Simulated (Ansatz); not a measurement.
**Resistivity from frozen vibrations: Ir(111) with 4 thermally displaced layers, 2x2**

Aim: the resistivity of Ir at 273 K from frozen thermal displacements between perfect leads.

Calculated with Ansatz 0.2.0; Ansatz plane-wave DFT, PBE, PAW files; ballistic transport by layer matching (Landauer), zero bias; PAW set soft_1.

## (1) The structure

The cell holds 40 atoms: 40 Ir. Cell: a = 5.430 Å, b = 5.430 Å, c = 22.222 Å, α = 93.5°, β = 86.5°, γ = 120.0°. It derives from Ir. Regions: lead, 24 atoms (24 Ir); scattering region, 16 atoms (16 Ir). The structure is stacked along c, and the current runs across the ab planes.

## (2) With 4 displaced layers

Each atom of 4 layers is moved at random, by amounts drawn from a normal law 0.0353 Å wide in each direction from the Debye model (420 K) at 273 K. The layers about the cell's end stay perfect and serve as the lead. Disorder leaves little or no symmetry, which makes such runs dear. Energies from -0.05 to 0.05 eV in steps of 0.05 eV are too few for the program's thermal sum, so it prints no conductance; for a metal the transmission near the Fermi level serves, at a fraction of the cost.

input.yaml

```yaml
crystal:
  lattice:
    - [5.4297315514, 0.0, 0.0]
    - [-2.7148657757, 4.7022854592, 0.0]
    - [1.3574328878, -0.7837142432, 22.1667862353]
  atoms:
    - { symbol: Ir, position: [0.9916666667, 0.0083333333, 0.05] }
    - { symbol: Ir, position: [0.9916666667, 0.5083333333, 0.05] }
    - { symbol: Ir, position: [0.4916666667, 0.0083333333, 0.05] }
    - { symbol: Ir, position: [0.4916666667, 0.5083333333, 0.05] }
    - { symbol: Ir, position: [0.1416666667, 0.3583333333, 0.15] }
    - { symbol: Ir, position: [0.1416666667, 0.8583333333, 0.15] }
    - { symbol: Ir, position: [0.6416666667, 0.3583333333, 0.15] }
    - { symbol: Ir, position: [0.6416666667, 0.8583333333, 0.15] }
    - { symbol: Ir, position: [0.2916666667, 0.2083333333, 0.25] }
    - { symbol: Ir, position: [0.2916666667, 0.7083333333, 0.25] }
    - { symbol: Ir, position: [0.7916666667, 0.2083333333, 0.25] }
    - { symbol: Ir, position: [0.7916666667, 0.7083333333, 0.25] }
    - { symbol: Ir, position: [0.9466694797, 0.0688697235, 0.3519510247] }
    - { symbol: Ir, position: [0.9373690644, 0.5559556648, 0.349159858] }
    - { symbol: Ir, position: [0.4449630914, 0.058110612, 0.3511898156] }
    - { symbol: Ir, position: [0.4355602268, 0.5700719529, 0.3498463801] }
    - { symbol: Ir, position: [0.0956794073, 0.4072071159, 0.4493960823] }
    - { symbol: Ir, position: [0.0978281973, 0.9144713631, 0.4496773626] }
    - { symbol: Ir, position: [0.5934787721, 0.4132516048, 0.4486135161] }
    - { symbol: Ir, position: [0.5834789355, 0.9111214671, 0.4489317645] }
    - { symbol: Ir, position: [0.2262451743, 0.2520959305, 0.5492551003] }
    - { symbol: Ir, position: [0.2282929607, 0.7471351891, 0.5500583654] }
    - { symbol: Ir, position: [0.7468240248, 0.2563851653, 0.5488154248] }
    - { symbol: Ir, position: [0.7469432374, 0.763639864, 0.5495220723] }
    - { symbol: Ir, position: [0.8991796964, 0.1161100083, 0.649670311] }
    - { symbol: Ir, position: [0.8876155753, 0.6110097903, 0.6503943493] }
    - { symbol: Ir, position: [0.3941651321, 0.0985109274, 0.6489460268] }
    - { symbol: Ir, position: [0.3796711267, 0.595345069, 0.6502014148] }
    - { symbol: Ir, position: [0.0416666667, 0.4583333333, 0.75] }
    - { symbol: Ir, position: [0.0416666667, 0.9583333333, 0.75] }
    - { symbol: Ir, position: [0.5416666667, 0.4583333333, 0.75] }
    - { symbol: Ir, position: [0.5416666667, 0.9583333333, 0.75] }
    - { symbol: Ir, position: [0.1916666667, 0.3083333333, 0.85] }
    - { symbol: Ir, position: [0.1916666667, 0.8083333333, 0.85] }
    - { symbol: Ir, position: [0.6916666667, 0.3083333333, 0.85] }
    - { symbol: Ir, position: [0.6916666667, 0.8083333333, 0.85] }
    - { symbol: Ir, position: [0.8416666667, 0.1583333333, 0.95] }
    - { symbol: Ir, position: [0.8416666667, 0.6583333333, 0.95] }
    - { symbol: Ir, position: [0.3416666667, 0.1583333333, 0.95] }
    - { symbol: Ir, position: [0.3416666667, 0.6583333333, 0.95] }
kpoints:
  mp_grid: { grid: [5, 5, 1] }
hamiltonian:
  xc: pbe
  pseudopotentials: { kind: paw, azcp: { folder: soft_1 } }
scf:
  occupations: { method: fermi_dirac, width: 0.1 }
output:
  transmission:
    leads: [[0, 4]]
    kmesh: [10, 10]
    e_range: [-0.05, 0.05]
    de: 0.05
  write_potential: true
  write_density: true
  volumetric_format: npy
```

Launch:

```sh
ansatz run input.yaml --threads 4 --pin off --max-ram 15360MiB --backend cpu --events-out ev --progress --plain --runs-dir out
```

Numbers of over 12 decimals in the logs are rounded to 6 here.

Output:

```text
Engine: ansatz 0.2.0, aarch64-unknown-linux-gnu
Pseudopotentials: kind: paw
Pseudopotential: Ir, paw, valence charge 17, recommended cutoff 420 eV (normal), soft_1/Ir.paw.azcp
Functional definition: PBE
  parameter kappa = 0.804
  parameter beta = 0.066725
  exchange = pbe_x(kappa = kappa, mu = beta*pi^2/3)
  correlation = pbe_c(beta = beta)
Crystal: 40 atoms, lattice volume = 565.966 Å³
Basis set: ecut = 420 eV, 11009 PW (Γ)
Bands: 408, of which v1, the nominal top of the filled ones, is band 340 counted from 1 (339 counted from 0)
Symmetry: 1 space group operations
Space group: P1 (ITA 1), of the structure as read, at distance tolerance 8.3e-5 Å
k-points: 13 of 25 (time reversal used)
Non-local potential: Ir, projectors of the file, l = 0: 3, l = 1: 2, l = 2: 2, l = 3: 1
PAW form: soft (Blöchl's): semilocal exchange-correlation on the pseudo side does not see the compensation charge
PAW one-centre angular grid: Ir, 590 points (default); XC on 64 Gauss nodes
Initial density: superposition of atomic densities (chi_scale 0.1, normalization cell)
Initial wavefunctions: pseudopotential atomic-orbital guess
Functional: x = pbe(κ = 0.804, μ = 0.219515), c = pbe(β = 0.066725)
SCF iter   1: F=—  HF=-477476.460046 eV  |F-HF|=—  |Δ(HF+E_count)|=         —  Δρ=4.94e-2  dr2=9.79e0  ethr=3.10e-3  ⟨swp⟩=5.0  Hψ=17138  notcnv=0  defer=48
preconditioner: auto → Kerker (q_TF=auto, 2.813 Å⁻¹)  [metal: Δε(μ)=0.025 eV  Ē_g=7.087 eV  σ=0.100 eV  W_gap=0.06  n_scr=228 (ndim 8)  ℏωp=29.6 eV  f_vac=0.000  D(μ)=32.89/eV (n_scr^D=324)]
SCF iter   2: F=—  HF=-477474.192442 eV  |F-HF|=—  |Δ(HF+E_count)|=    2.27e0  Δρ=2.72e-2  dr2=2.87e0  ethr=1.44e-3  ⟨swp⟩=2.0  Hψ=6424  notcnv=0  defer=254
SCF iter   3: F=—  HF=-477473.373128 eV  |F-HF|=—  |Δ(HF+E_count)|=   8.19e-1  Δρ=3.19e-3  dr2=2.08e-2  ethr=4.21e-4  ⟨swp⟩=2.1  Hψ=7927  notcnv=0  defer=254
SCF iter   4: F=—  HF=-477473.380086 eV  |F-HF|=—  |Δ(HF+E_count)|=   6.96e-3  Δρ=5.55e-4  dr2=1.86e-3  ethr=3.06e-6  ⟨swp⟩=2.0  Hψ=8136  notcnv=0  defer=254
SCF iter   5: F=—  HF=-477473.379746 eV  |F-HF|=—  |Δ(HF+E_count)|=   3.40e-4  Δρ=9.07e-5  dr2=4.45e-5  ethr=2.73e-7  ⟨swp⟩=2.2  Hψ=7625  notcnv=0  defer=254
SCF iter   6: F=—  HF=-477473.380532 eV  |F-HF|=—  |Δ(HF+E_count)|=   7.86e-4  Δρ=1.79e-5  dr2=6.97e-6  ethr=6.54e-9  ⟨swp⟩=2.0  Hψ=5427  notcnv=0  defer=254
SCF iter   7: F=—  HF=-477473.380532 eV  |F-HF|=—  |Δ(HF+E_count)|=   7.81e-8  Δρ=3.34e-6  dr2=5.87e-7  ethr=1.02e-9  ⟨swp⟩=1.0  Hψ=5050  notcnv=0  defer=254
SCF iter   8: F=-477473.380532 eV  HF=-477473.380532 eV  |F-HF|=2.51e-8  |Δ(HF+E_count)|=   1.63e-9  Δρ=1.34e-6  dr2=2.96e-8  ethr=1.47e-11  ⟨swp⟩=7.0  Hψ=12729  notcnv=0
SCF 1 converged in 8 iterations: F = -477473.380532 eV  dr2 = 2.96e-8
  greatest PAW one-centre occupation: 1.000 electrons in one spin orbital (limit 2), on the Ir atom at site 16 (counted from 0), in its partial waves of l = 0
transmission: 216 of 2132 steps passed
transmission: 430 of 2132 steps passed
[...]
transmission: 2132 of 2132 steps passed
SCF converged after 8 iterations
Free energy (F): -477473.380532 eV
Harris-Foulkes:  -477473.380532 eV  (|F-HF|=2.51e-8)
Internal energy: -477472.215547 eV  (E = F + TS)
E sigma→0 (E₀):  -477472.798039 eV
Entropy (-TS):   -1.164985 eV (-29.125 meV/atom)
Fermi energy:    25.825675 eV
--- Per-component energies (eV) ---
  E_band       = -3318.930440
  E_kinetic    = 21621.842935
  E_local      = -43967.557086  (includes V_loc(G=0)·N_el)
  E_nonlocal   = 7595.786657
  E_hartree    = 16468.977748
  E_xc         = -9223.762400
  E_vxc        = -10287.009313  (∫ρ·V_xc dr)
  E_paw        = -370606.996067  (= ΣΔE_a)
  E_vpaw       = -11219.979956  (= ΣTr[D̂ρ^β])
  E_aug_tail   = 0.013790  (compensation charges beyond the density's cutoff)
  E_ewald      = -99360.521124
  E_smearing   = -1.164985  (= −TS)
  E_closure    = -0.000000  (closes the sum)
  Σ components = -477473.380532   (vs F -477473.380532, Δ=0.00e0)
--- Band table (eV; the first three rows and the last of 13) ---
  k-point 0: bands = [... 336 lower, 26.6789, 26.6840, 26.6991, 26.7042, 26.7074, 26.7091, 26.7126, 26.7148, ... 64 higher]
  k-point 1: bands = [... 336 lower, 26.0957, 26.1182, 26.1350, 26.1653, 26.1847, 26.2263, 26.2482, 26.2724, ... 64 higher]
  k-point 2: bands = [... 336 lower, 25.1516, 25.1691, 25.2167, 25.3366, 25.3462, 25.3837, 25.4913, 25.5081, ... 64 higher]
  k-point 12: bands = [... 336 lower, 25.7325, 25.7879, 25.8167, 25.8658, 25.8732, 25.8786, 25.9002, 25.9308, ... 64 higher]
--- Transmission ---
  basis      : 223 plane waves across, 41 finite elements along
  points     : 52, standing for a mesh of 10 x 10
  energies   : 3 from -0.050000 to 0.050000 eV about the Fermi level, 0.050000 eV apart; the leads are filled to 0.000000 eV, and channels, transmission and decay are at 0.000000 eV
  crystal 0  : Ir4, at the sites [0, 4], period 2.2167 Å, over 13.30 Å; its Hamiltonian steps by up to 3.3 meV
    offset         : up to 0.0000 Å between an atom of the period and one for which it stands
    channels       : 5.780000e0 a spin
    conductance    : none, the energies end too early or step too widely for 300 K: set another output.transmission.e_range or a lower de, or, where they end at an eighth of basis.ecutwfc, a higher one
  junction   : crystal 0 to crystal 0, 0.70 to 20.65 Å
    transmission   : 5.581595e0 a spin
    conductance    : none, the energies end too early or step too widely for 300 K: set another output.transmission.e_range or a lower de, or, where they end at an eighth of basis.ecutwfc, a higher one
```

Run time: 7.4 min. Hardware: 4 threads of Arm Neoverse V1, shared host; peak memory 5.1 GiB.

This step gave:

- free energy: -477473.3805 eV
- energy at zero smearing: -477472.7980 eV
- Fermi energy: 25.83 eV
- cell area: 25.53 Å²
- transmission per spin nearest the Fermi level: 5.582
- open channels per spin nearest the Fermi level: 5.78
- step of the lead's potential: 3.3 meV

Per spin. Table of transmission, zone mean by energy, zero at the Fermi level:

```tsv
energy (eV)	transmission, zone mean
-0.0500	5.72
0.0000	5.58
0.0500	5.88
```

Per spin. Table of open channels, zone mean, lead by energy, zero at the Fermi level:

```tsv
energy (eV)	open channels, zone mean, lead
-0.0500	5.9
0.0000	5.78
0.0500	6.14
```

Transmission over k1 and k2. At 0.0000 eV from the Fermi level.

Ten even steps from '0' (3.04) to '9' (7.86):
```
5530355555
3357753355
3173337135
5373993735
5553999355
5537399373
3531733371
3553357753
5555553035
5533555335
```
Columns: k1 (b1) from -0.5 to 0.4; rows upwards: k2 (b2) from -0.5 to 0.4.

Open channels over k1 and k2. At 0.0000 eV from the Fermi level.

Values, 10 rows by 10 columns:
```
6.00 6.00 5.00 4.00 5.00 6.00 6.00 6.00 6.00 6.00
5.00 5.00 6.00 7.00 7.00 6.00 5.00 5.00 6.00 6.00
5.00 4.00 7.00 5.00 5.00 5.00 7.00 4.00 5.00 6.00
6.00 5.00 7.00 5.00 8.00 8.00 5.00 7.00 5.00 6.00
6.00 6.00 6.00 5.00 8.00 8.00 8.00 5.00 6.00 6.00
6.00 6.00 5.00 7.00 5.00 8.00 8.00 5.00 7.00 5.00
5.00 6.00 5.00 4.00 7.00 5.00 5.00 5.00 7.00 4.00
5.00 6.00 6.00 5.00 5.00 6.00 7.00 7.00 6.00 5.00
6.00 6.00 6.00 6.00 6.00 6.00 5.00 4.00 5.00 6.00
6.00 6.00 5.00 5.00 6.00 6.00 6.00 5.00 5.00 6.00
```
Columns: k1 (b1) from -0.5 to 0.4; rows upwards: k2 (b2) from -0.5 to 0.4.

Over the solved energies the transmission per spin lies between 5.58 and 5.88, out of 5.94 channels of the lead on average (up to 6.14).

## (3) With 8 displaced layers

Each atom of 8 layers is moved at random, by amounts drawn from a normal law 0.0353 Å wide in each direction from the Debye model (420 K) at 273 K. A fresh draw is used; the growth of the resistance with length is what counts.

System of this step: Ir(111) with 8 thermally displaced layers, 2x2. The cell holds 56 atoms: 56 Ir. Its edges and angles: a = 5.430 Å, b = 5.430 Å, c = 31.073 Å, α = 87.5°, β = 92.5°, γ = 120.0°. It derives from Ir. Regions: lead, 24 atoms (24 Ir); scattering region, 32 atoms (32 Ir). The structure is stacked along c, and the current runs across the ab planes.

input.yaml

```yaml
crystal:
  lattice:
    - [5.4297315514, 0.0, 0.0]
    - [-2.7148657757, 4.7022854592, 0.0]
    - [-1.3574328878, 0.7837142432, 31.0335007294]
  atoms:
    - { symbol: Ir, position: [0.005952381, 0.994047619, 0.0357142857] }
    - { symbol: Ir, position: [0.005952381, 0.494047619, 0.0357142857] }
    - { symbol: Ir, position: [0.505952381, 0.994047619, 0.0357142857] }
    - { symbol: Ir, position: [0.505952381, 0.494047619, 0.0357142857] }
    - { symbol: Ir, position: [0.1845238095, 0.3154761905, 0.1071428571] }
    - { symbol: Ir, position: [0.1845238095, 0.8154761905, 0.1071428571] }
    - { symbol: Ir, position: [0.6845238095, 0.3154761905, 0.1071428571] }
    - { symbol: Ir, position: [0.6845238095, 0.8154761905, 0.1071428571] }
    - { symbol: Ir, position: [0.3630952381, 0.1369047619, 0.1785714286] }
    - { symbol: Ir, position: [0.3630952381, 0.6369047619, 0.1785714286] }
    - { symbol: Ir, position: [0.8630952381, 0.1369047619, 0.1785714286] }
    - { symbol: Ir, position: [0.8630952381, 0.6369047619, 0.1785714286] }
    - { symbol: Ir, position: [0.0425880227, 0.9525224995, 0.251576704] }
    - { symbol: Ir, position: [0.0494439557, 0.4629685245, 0.2504570956] }
    - { symbol: Ir, position: [0.542996987, 0.9482142095, 0.25069858] }
    - { symbol: Ir, position: [0.5390151962, 0.4449925836, 0.2503948796] }
    - { symbol: Ir, position: [0.221460681, 0.2857141285, 0.3209289701] }
    - { symbol: Ir, position: [0.2212406309, 0.782502778, 0.3204314883] }
    - { symbol: Ir, position: [0.7238303736, 0.2788802707, 0.321988959] }
    - { symbol: Ir, position: [0.7210375711, 0.7878041164, 0.3221172204] }
    - { symbol: Ir, position: [0.400263526, 0.1056973402, 0.3942905966] }
    - { symbol: Ir, position: [0.4047174938, 0.5892059951, 0.3938620434] }
    - { symbol: Ir, position: [0.9012907748, 0.1006765263, 0.3917116761] }
    - { symbol: Ir, position: [0.9023556212, 0.591607754, 0.3935022604] }
    - { symbol: Ir, position: [0.079783861, 0.9106634731, 0.4639414844] }
    - { symbol: Ir, position: [0.0700699823, 0.4241646101, 0.4660088957] }
    - { symbol: Ir, position: [0.5837556939, 0.9093750794, 0.4636314897] }
    - { symbol: Ir, position: [0.5879666317, 0.4343996919, 0.4647650026] }
    - { symbol: Ir, position: [0.2522122741, 0.2462821226, 0.535695375] }
    - { symbol: Ir, position: [0.2519429792, 0.7384585602, 0.5361549419] }
    - { symbol: Ir, position: [0.7575635078, 0.2433913839, 0.5354620308] }
    - { symbol: Ir, position: [0.7459991687, 0.7401678134, 0.5370870841] }
    - { symbol: Ir, position: [0.4281317723, 0.0544115035, 0.6086612967] }
    - { symbol: Ir, position: [0.4458997593, 0.5812953174, 0.6072139887] }
    - { symbol: Ir, position: [0.9263385898, 0.0543538326, 0.6086492301] }
    - { symbol: Ir, position: [0.9480295531, 0.55943398, 0.6064065472] }
    - { symbol: Ir, position: [0.1138034673, 0.8807204743, 0.6782635649] }
    - { symbol: Ir, position: [0.1117484545, 0.3881386755, 0.6798172037] }
    - { symbol: Ir, position: [0.6166094685, 0.8938850799, 0.6780936442] }
    - { symbol: Ir, position: [0.6069234552, 0.3711224284, 0.6769215576] }
    - { symbol: Ir, position: [0.2947369964, 0.2037915425, 0.7506598752] }
    - { symbol: Ir, position: [0.3003127136, 0.7181092095, 0.7509238005] }
    - { symbol: Ir, position: [0.797728979, 0.2076271492, 0.7492054333] }
    - { symbol: Ir, position: [0.7848621565, 0.7048825662, 0.7487143868] }
    - { symbol: Ir, position: [0.4702380952, 0.0297619048, 0.8214285714] }
    - { symbol: Ir, position: [0.4702380952, 0.5297619048, 0.8214285714] }
    - { symbol: Ir, position: [0.9702380952, 0.0297619048, 0.8214285714] }
    - { symbol: Ir, position: [0.9702380952, 0.5297619048, 0.8214285714] }
    - { symbol: Ir, position: [0.1488095238, 0.8511904762, 0.8928571429] }
    - { symbol: Ir, position: [0.1488095238, 0.3511904762, 0.8928571429] }
    - { symbol: Ir, position: [0.6488095238, 0.8511904762, 0.8928571429] }
    - { symbol: Ir, position: [0.6488095238, 0.3511904762, 0.8928571429] }
    - { symbol: Ir, position: [0.3273809524, 0.1726190476, 0.9642857143] }
    - { symbol: Ir, position: [0.3273809524, 0.6726190476, 0.9642857143] }
    - { symbol: Ir, position: [0.8273809524, 0.1726190476, 0.9642857143] }
    - { symbol: Ir, position: [0.8273809524, 0.6726190476, 0.9642857143] }
kpoints:
  mp_grid: { grid: [5, 5, 1] }
hamiltonian:
  xc: pbe
  pseudopotentials: { kind: paw, azcp: { folder: soft_1 } }
scf:
  occupations: { method: fermi_dirac, width: 0.1 }
output:
  transmission:
    leads: [[0, 4]]
    kmesh: [10, 10]
    e_range: [-0.05, 0.05]
    de: 0.05
  write_potential: true
  write_density: true
  volumetric_format: npy
```

Output:

```text
[...]
Crystal: 56 atoms, lattice volume = 792.352 Å³
Basis set: ecut = 420 eV, 15385 PW (Γ)
Bands: 572, of which v1, the nominal top of the filled ones, is band 476 counted from 1 (475 counted from 0)
Symmetry: 1 space group operations
[...]
k-points: 13 of 25 (time reversal used)
[...]
SCF iter   1: F=—  HF=-668466.612808 eV  |F-HF|=—  |Δ(HF+E_count)|=         —  Δρ=4.95e-2  dr2=1.38e1  ethr=3.10e-3  ⟨swp⟩=5.0  Hψ=23823  notcnv=0  defer=48
[...]
SCF iter   8: F=-668462.279301 eV  HF=-668462.279301 eV  |F-HF|=2.68e-8  |Δ(HF+E_count)|=   8.54e-8  Δρ=1.99e-6  dr2=4.13e-8  ethr=1.05e-11  ⟨swp⟩=7.0  Hψ=17959  notcnv=0
SCF 1 converged in 8 iterations: F = -668462.279301 eV  dr2 = 4.13e-8
[...]
transmission: 298 of 2964 steps passed
transmission: 595 of 2964 steps passed
[...]
transmission: 2964 of 2964 steps passed
SCF converged after 8 iterations
Free energy (F): -668462.279301 eV
[...]
Internal energy: -668460.555564 eV  (E = F + TS)
E sigma→0 (E₀):  -668461.417433 eV
Entropy (-TS):   -1.723737 eV (-30.781 meV/atom)
Fermi energy:    25.827376 eV
[...]
--- Band table (eV; the first three rows and the last of 13) ---
  k-point 0: bands = [... 472 lower, 26.6752, 26.6829, 26.6858, 26.6947, 26.6972, 26.7028, 26.7096, 26.7118, ... 92 higher]
  k-point 1: bands = [... 472 lower, 26.1133, 26.1315, 26.1452, 26.1532, 26.1629, 26.1859, 26.2036, 26.2246, ... 92 higher]
  k-point 2: bands = [... 472 lower, 25.1155, 25.1421, 25.2005, 25.2885, 25.3690, 25.4064, 25.4702, 25.4983, ... 92 higher]
  k-point 12: bands = [... 472 lower, 25.7572, 25.7892, 25.8112, 25.8498, 25.8602, 25.8746, 25.8909, 25.9063, ... 92 higher]
--- Transmission ---
  basis      : 223 plane waves across, 57 finite elements along
  points     : 52, standing for a mesh of 10 x 10
[...]
channels       : 5.780000e0 a spin
[...]
junction   : crystal 0 to crystal 0, 0.70 to 29.51 Å
    transmission   : 5.203368e0 a spin
[...]
```

Wall time 14 min (4 threads); peak memory 8.8 GiB; 51 min of CPU time.

This step gave:

* free energy: -668462.2793 eV
* energy at zero smearing: -668461.4174 eV
* transmission per spin nearest the Fermi level: 5.203
* step of the lead's potential: 7.2 meV

Per spin. Transmission, zone mean against energy, zero at the Fermi level:

```tsv
energy (eV)	transmission, zone mean
-0.0500	5.35
0.0000	5.20
0.0500	5.47
```

Over the solved energies the transmission per spin lies between 5.20 and 5.47, out of 5.94 channels of the lead on average (up to 6.14).

(Continued in part 2 of 2.)

[Logs are printed without paths, hosts, clocks, repeated set-up lines and the standing remarks that a program may print on its own settings, such as how far it seeks lower states.]

[Hosts, paths, dates, database ids (printed as entryN), source tags and the programs' standing remarks are cut or masked in the printed files.]
